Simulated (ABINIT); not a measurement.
GaP (F-43m): least direct gap against volume

The cell of GaP (F-43m) is scaled evenly and the response computed anew at each volume, on one mesh.

Cell: a, b, c = 3.854, 3.854, 3.854 Å (primitive vectors), 2 atoms.

Method: ABINIT 10.8.3, LDA, independent particles, k-mesh 10×10×10, Lorentzian half width 0.04 eV.

Launch of the response step: `optic optic.abi`. The series took 5.2 min in all, its band step included, on 4 threads of Intel(R) Xeon(R) Processor @ 2.70GHz, with other jobs on the host.

```
V/V₀  V (Å³, primitive cell)  least direct gap (eV)
0.94                   38.05                  2.120
0.97                   39.27                  1.855
1.00                   40.48                  1.602
1.03                   41.70                  1.361
1.06                   42.91                      ?
```

For small changes the quantity should be close to linear in ln V.

Working, on the rows shown:

| x = ln(V/V₀) | y = least direct gap |
| --- | --- |
| -0.0618754 | 2.12 |
| -0.0304592 | 1.855 |
| 0 | 1.602 |
| 0.0295588 | 1.361 |

Means: x̄ = -0.015694, ȳ = 1.7345. Σ(x − x̄)(y − ȳ) = -0.03856, Σ(x − x̄)² = 0.004645. Slope = -0.03856 / 0.004645 = -8.302; intercept = ȳ − slope · x̄ = 1.6042. The line misses the rows shown by at most 0.0022 eV.

What does the fit predict for the withheld row, and how well does it do?

At x = 0.058269 the line gives y = 1.1204 eV. The run gave 1.129 eV, so the extrapolation is off by 0.0086 eV, 0.9 % of the range in the table.

Between the rows on either side of x = 0 the slope is (1.361 − 1.855) / (0.029559 − (-0.030459)) = -8.231. That is a volume deformation potential of -8.2 eV: the least direct gap on this mesh widens by 82 meV for each per cent of compression. LDA gaps are as a rule too small. Spin-orbit coupling is left out.

[Logs are printed without paths, hosts, clocks, repeated set-up lines and the standing remarks that a program may print on its own settings, such as how far it seeks lower states.]
